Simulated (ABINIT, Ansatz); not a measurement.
## Quasiparticle gap of MgO2 (R-3m) in ABINIT

How does a plane-wave GW calculation on MgO2 (R-3m) run from the first input to the gap?

Program: ABINIT 10.8.3. Level of theory: LDA and many-body steps on it, plane waves. Results are calculated unless marked as measured.

Most raw output is cut from this account.

### 1. Starting point

It takes space group R-3m (No. 166, trigonal). Conventional cell: a = 3.210 Å, b = 3.210 Å, c = 10.482 Å, α = 90.00°, β = 90.00°, γ = 120.00°. Mg has 6 O at 2.11 Å nearest. O has 1 O at 1.49 Å and 3 Mg at 2.11 Å nearest. Farther neighbours and most contacts between anions are not listed.

The cell and positions are those that the Materials Project relaxed with its own functionals (PBE, PBE+U or r2SCAN), kept fixed.

### 2. Ground state

This step: ABINIT 10.8.3; DFT, LDA, plane waves, norm-conserving pseudopotentials.

The ground-state density comes first.

run.abi

```
acell 3*1.0 Angstrom
rprim 
  1.604761016024 0.926509204586 3.493978874900
  -1.604761016024 0.926509204586 3.493978874900
  0.000000000000 -1.853018409173 3.493978874900
ntypat 2
znucl 12 8
natom 3
typat 1 2 2
xred 
  0.000000000000 0.000000000000 0.000000000000
  0.428786000000 0.428786000000 0.428786000000
  0.571214000000 0.571214000000 0.571214000000
pp_dirpath "pseudos"
pseudos "Mg.upf, O.upf"
ecut 38
ngkpt 8 8 8
nshiftk 1
shiftk 0 0 0
kptopt 1
chksymbreak 0
nband 16
occopt 1
tolvrs 1e-10
nstep 60
prtwf 0
optforces 0
optstress 0
indata_prefix "in"
outdata_prefix "out"
tmpdata_prefix "tmp"
```

Launch:

```bash
OMP_NUM_THREADS=1 mpirun -n 4 abinit run.abi > log
```

Wall time 35 s (4 MPI ranks of Arm Neoverse V1, shared host); peak memory 0.29 GiB; 2.4 min of CPU time.

This step gave:

| Item | Value |
| --- | --- |
| total energy | -2512.0969 eV |
| gap | 2.137 eV |
| k of the valence top | 0.5, 0.5, 0.5 |
| k of the conduction bottom | 0.5, 0.5, 0.5 |
| least direct gap | 2.137 eV |

The gap is direct, at (0.500, 0.500, 0.500).

### 3. Bands along the symmetry lines

The cheap functional maps the bands first; the places of the edges decide which points the dearer methods must see.

run.abi

```
acell 3*1.0 Angstrom
rprim 
  1.604761016024 0.926509204586 3.493978874900
  -1.604761016024 0.926509204586 3.493978874900
  0.000000000000 -1.853018409173 3.493978874900
ntypat 2
znucl 12 8
natom 3
typat 1 2 2
xred 
  0.000000000000 0.000000000000 0.000000000000
  0.428786000000 0.428786000000 0.428786000000
  0.571214000000 0.571214000000 0.571214000000
pp_dirpath "pseudos"
pseudos "Mg.upf, O.upf"
ecut 38
iscf -2
irdden 1
kptopt 0
nkpt 59
kpt 
  0.00000000 0.00000000 0.00000000
  0.06250000 0.06250000 0.06250000
  0.12500000 0.12500000 0.12500000
  0.18750000 0.18750000 0.18750000
  0.25000000 0.25000000 0.25000000
  0.31250000 0.31250000 0.31250000
  0.37500000 0.37500000 0.37500000
  0.43750000 0.43750000 0.43750000
  0.50000000 0.50000000 0.50000000
  0.53580694 0.46419306 0.50000000
  0.57161387 0.42838613 0.50000000
  0.60742081 0.39257919 0.50000000
  0.64322775 0.35677225 0.50000000
  0.67903468 0.32096532 0.50000000
  0.71484162 0.28515838 0.50000000
  0.75064855 0.24935145 0.50000000
  0.78645549 0.21354451 0.50000000
  0.50000000 -0.21354451 0.21354451
  0.50000000 -0.18685145 0.18685145
  0.50000000 -0.16015838 0.16015838
  0.50000000 -0.13346532 0.13346532
  0.50000000 -0.10677225 0.10677225
  0.50000000 -0.08007919 0.08007919
  0.50000000 -0.05338613 0.05338613
  0.50000000 -0.02669306 0.02669306
  0.50000000 0.00000000 0.00000000
  0.43750000 0.00000000 0.00000000
  0.37500000 0.00000000 0.00000000
  0.31250000 0.00000000 0.00000000
  0.25000000 0.00000000 0.00000000
  0.18750000 0.00000000 0.00000000
  0.12500000 0.00000000 0.00000000
  0.06250000 0.00000000 0.00000000
  0.00000000 0.00000000 0.00000000
  0.04459653 -0.04459653 0.00000000
  0.08919307 -0.08919307 0.00000000
  0.13378960 -0.13378960 0.00000000
  0.17838613 -0.17838613 0.00000000
  0.22298266 -0.22298266 0.00000000
  0.26757919 -0.26757919 0.00000000
  0.31217573 -0.31217573 0.00000000
  0.35677226 -0.35677226 -0.00000000
  0.64322774 0.00000000 0.35677226
  0.62532427 0.00000000 0.37467573
  0.60742081 0.00000000 0.39257919
  0.58951734 0.00000000 0.41048266
  0.57161387 0.00000000 0.42838613
  0.55371040 0.00000000 0.44628960
  0.53580693 0.00000000 0.46419307
  0.51790347 0.00000000 0.48209653
  0.50000000 0.00000000 0.50000000
  0.43750000 0.00000000 0.43750000
  0.37500000 0.00000000 0.37500000
  0.31250000 0.00000000 0.31250000
  0.25000000 0.00000000 0.25000000
  0.18750000 0.00000000 0.18750000
  0.12500000 0.00000000 0.12500000
  0.06250000 0.00000000 0.06250000
  0.00000000 0.00000000 0.00000000
istwfk *1
nband 18
nbdbuf 2
tolwfr 1e-08
nstep 40
prtwf 0
prtvol 0
indata_prefix "in"
outdata_prefix "out"
tmpdata_prefix "tmp"
```

Run time: 15 s. Hardware: 4 MPI ranks; peak memory 0.29 GiB.

Numbers from this step:

* gap: 2.137 eV
* k of the valence top: 0.5, 0.5, 0.5
* k of the conduction bottom: 0.5, 0.5, 0.5
* least direct gap: 2.137 eV

The gap is 2.137 eV, as in the run before at this level.

The electronic bands at the labelled points (eV, zero at the top of the highest filled band):

```
     point  band 8  band 9  band 10  band 11  band 12  band 13  band 14  band 15
         Γ   -3.32   -3.32    -0.80    -0.80     4.39     4.61    11.83    13.66
   halfway   -3.60   -3.60    -0.37    -0.37     2.97     5.45     9.33    14.00
         T   -3.83   -3.83     0.00     0.00     2.14     4.73     9.13    13.89
   halfway   -4.46   -4.14    -1.23    -0.20     2.87     6.70     9.92    11.22
        H2   -5.09   -4.70    -2.09    -0.69     3.65     9.55     9.82    12.25
jump to H0   -5.09   -4.70    -2.09    -0.69     3.65     9.55     9.82    12.25
   halfway   -5.80   -4.15    -1.69    -1.01     3.93     9.47     9.78    12.70
         L   -6.08   -3.65    -1.27    -1.13     3.97     8.38     9.92    12.30
   halfway   -4.69   -3.49    -1.08    -1.04     4.36     6.42    11.49    12.10
         Γ   -3.32   -3.32    -0.80    -0.80     4.39     4.61    11.83    13.66
   halfway   -4.73   -3.84    -1.42    -1.07     4.43     7.09    11.11    13.44
        S0   -5.09   -4.98    -1.84    -0.89     3.73     9.30    10.44    12.19
jump to S2   -5.09   -4.98    -1.84    -0.89     3.73     9.30    10.44    12.19
   halfway   -5.29   -4.64    -2.08    -0.37     3.46     8.19    10.63    12.11
         F   -5.40   -4.33    -2.19    -0.12     3.33     7.56    10.72    12.09
   halfway   -4.38   -3.89    -1.56    -0.41     3.89     6.69    10.92    11.51
         Γ   -3.32   -3.32    -0.80    -0.80     4.39     4.61    11.83    13.66
```

### 4. Empty states on the mesh, 4×4×4 mesh, 112 bands

The sums over transitions need many empty states on a uniform mesh; this step solves for them.

run.abi

```
acell 3*1.0 Angstrom
rprim 
  1.604761016024 0.926509204586 3.493978874900
  -1.604761016024 0.926509204586 3.493978874900
  0.000000000000 -1.853018409173 3.493978874900
ntypat 2
znucl 12 8
natom 3
typat 1 2 2
xred 
  0.000000000000 0.000000000000 0.000000000000
  0.428786000000 0.428786000000 0.428786000000
  0.571214000000 0.571214000000 0.571214000000
pp_dirpath "pseudos"
pseudos "Mg.upf, O.upf"
ecut 38
ngkpt 4 4 4
nshiftk 1
shiftk 0 0 0
kptopt 1
chksymbreak 0
irdden 1
istwfk *1
nband 112
prtvol 0
optdriver 6
gwr_task "HDIAGO"
paral_kgb 0
occopt 1
indata_prefix "in"
outdata_prefix "out"
tmpdata_prefix "tmp"
```

Elapsed: 52 s, on 4 MPI ranks; peak memory 1.4 GiB.

Numbers from this step:

```
gap                                                           : 2.137 eV
k of the valence top                                          : 0.5, 0.5, 0.5
k of the conduction bottom                                    : 0.5, 0.5, 0.5
least direct gap                                              : 2.137 eV
k points computed                                             : 13
lowest point of the top converged band, above the valence top : 110.2798 eV
```

On this mesh the gap is 2.137 eV.

### 5. Screening, 4×4×4 mesh, 104 bands, screening to 217.7 eV

The RPA dielectric matrix is built and inverted for each q.

This step: RPA screening on LDA, plane waves, norm-conserving pseudopotentials.

Changes to run.abi since step 4:

```diff
@@ -21,10 +21,11 @@
 chksymbreak 0
-irdden 1
 istwfk *1
-nband 112
-prtvol 0
-optdriver 6
-gwr_task "HDIAGO"
-paral_kgb 0
 occopt 1
+irdwfk 1
+optdriver 3
+nband 104
+ecuteps 8
+inclvkb 2
+awtr 1
+symchi 1
 indata_prefix "in"
```

It took 67 s on 4 MPI ranks; peak memory 1.2 GiB; 4.5 min of CPU time.

This step gave:

```yaml
eps_infinity_with_local_fields_on_this_mesh_along_the_program_s_q_direction: 3.496
the_same_without_local_fields: 3.896
plasma_frequency: 31.20 eV
plane_waves_in_the_screening_matrix: 219
```

Local fields lower ε∞ by 10 %. On a Γ-centred mesh this coarse the value itself is usually too large, while a short band sum pulls it down.

### 6. Self-energy, 4×4×4 mesh, 104 bands, screening to 217.7 eV

The self-energy is evaluated for the states that the input lists, and the levels follow from it, in one-shot runs by the linearised quasiparticle equation.

This step: G0W0 on LDA, plane waves, norm-conserving pseudopotentials.

Changes to run.abi since step 5:

```diff
@@ -24,8 +24,17 @@
 irdwfk 1
-optdriver 3
+optdriver 4
 nband 104
+gwcalctyp 0
+ecutsigx 38
+symsigma 1
+nkptgw 2
+kptgw 
+  0.5000000000 0.5000000000 0.5000000000
+  0.0000000000 0.0000000000 0.0000000000
+bdgw 
+  10 13
+  10 13
 ecuteps 8
-inclvkb 2
-awtr 1
-symchi 1
+irdscr 1
+ppmodel 1
 indata_prefix "in"
```

The job ended after 9.4 s (4 MPI ranks; peak memory 1.2 GiB; 37 s of CPU time).

Numbers from this step:

- G0W0 gap on the points computed: 5.074 eV
- starting gap on the mesh: 2.137 eV
- k of the valence top: 0.5, 0.5, 0.5
- k of the conduction bottom: 0.5, 0.5, 0.5
- Z at the valence top: 0.791
- Z at the conduction bottom: 0.804
- least direct G0W0 gap on the computed points: 5.074 eV

The gap on the mesh goes from 2.14 eV to 5.07 eV, a correction of +2.94 eV.

Limits: finite bands, cutoff and mesh; coarse k mesh. v1 is the top filled band, c1 the lowest empty one. The levels before and after the correction (eV, zero at the valence-band top of each column):

```
           conduction bottom  valence top
Kohn-Sham               2.14         0.00
     G0W0               5.07         0.00
```

```
                         level  energy (eV)
Kohn-Sham  (0.5 0.5 0.5) v2-v1        0.000
Kohn-Sham     (0.5 0.5 0.5) c1        2.137
Kohn-Sham     (0.5 0.5 0.5) c2        4.732
     G0W0  (0.5 0.5 0.5) v2-v1        0.000
     G0W0     (0.5 0.5 0.5) c1        5.074
     G0W0     (0.5 0.5 0.5) c2        7.166
```

### 7. Where the time went

Times are wall times on 4 MPI ranks of Arm Neoverse V1, shared host, good to a factor of about two.

```
                          step   time  share  memory (GiB)
                  ground state   35 s   20 %          0.29
bands along the symmetry lines   15 s    8 %          0.29
      empty states on the mesh   52 s   29 %           1.4
                     screening   67 s   38 %           1.2
                   self-energy  9.4 s    5 %           1.2
```

### 8. Outcome

| Item | Value |
| --- | --- |
| LDA gap | 2.14 eV, direct |
| G0W0 gap on the mesh | 5.07 eV |
| GW settings | 4×4×4 mesh, 104 bands, screening to 217.7 eV, Godby-Needs plasmon pole |
| known limits | not at the basis limit; coarse k mesh |

In words: G0W0 moves the gap on the mesh from 2.14 eV to 5.07 eV (+2.94 eV), with Z of 0.79 and 0.80 at the edges. Local fields lower the RPA ε∞ on this mesh from 3.90 to 3.50; a Γ-centred mesh this coarse tends to raise both, most where the direct gap is narrow, while a short band sum lowers them. Only 2 of the mesh's irreducible points were corrected, so a valley elsewhere could overtake. Bands and cutoff are finite, so the gap is not at the basis limit. The miss can reach some tenths of an eV and take either sign; the mesh is an error of its own. In the G0W0 run levels were corrected at 2 k points alone, so a gap called «on the mesh» is the least over those, and an edge elsewhere would be missed. The 4×4×4 mesh is coarse for this cell, which bears on the long-range parts of exchange and screening.

[Paths, hosts, dates, memory and timing lines, banners, echoed tables and standing remarks are left out of the program output.]

[Logs are printed without paths, hosts, clocks, repeated set-up lines and the standing remarks that a program may print on its own settings, such as how far it seeks lower states.]

[Runs of the session that timed out or met a known fault of the program may be left out.]

[Hosts, paths, dates, database ids (printed as entryN), source tags and the programs' standing remarks are cut or masked in the printed files.]

[G0W0 gaps are taken among the corrected bands and points alone; a level outside them can change the order at an edge.]

[Where Ansatz stands beside ABINIT at settings called matched, ABINIT's density can come from a denser mesh and the files from another edition; pairs whose starting gaps differed by over 0.03 eV were left out, so agreement reads better than it is.]
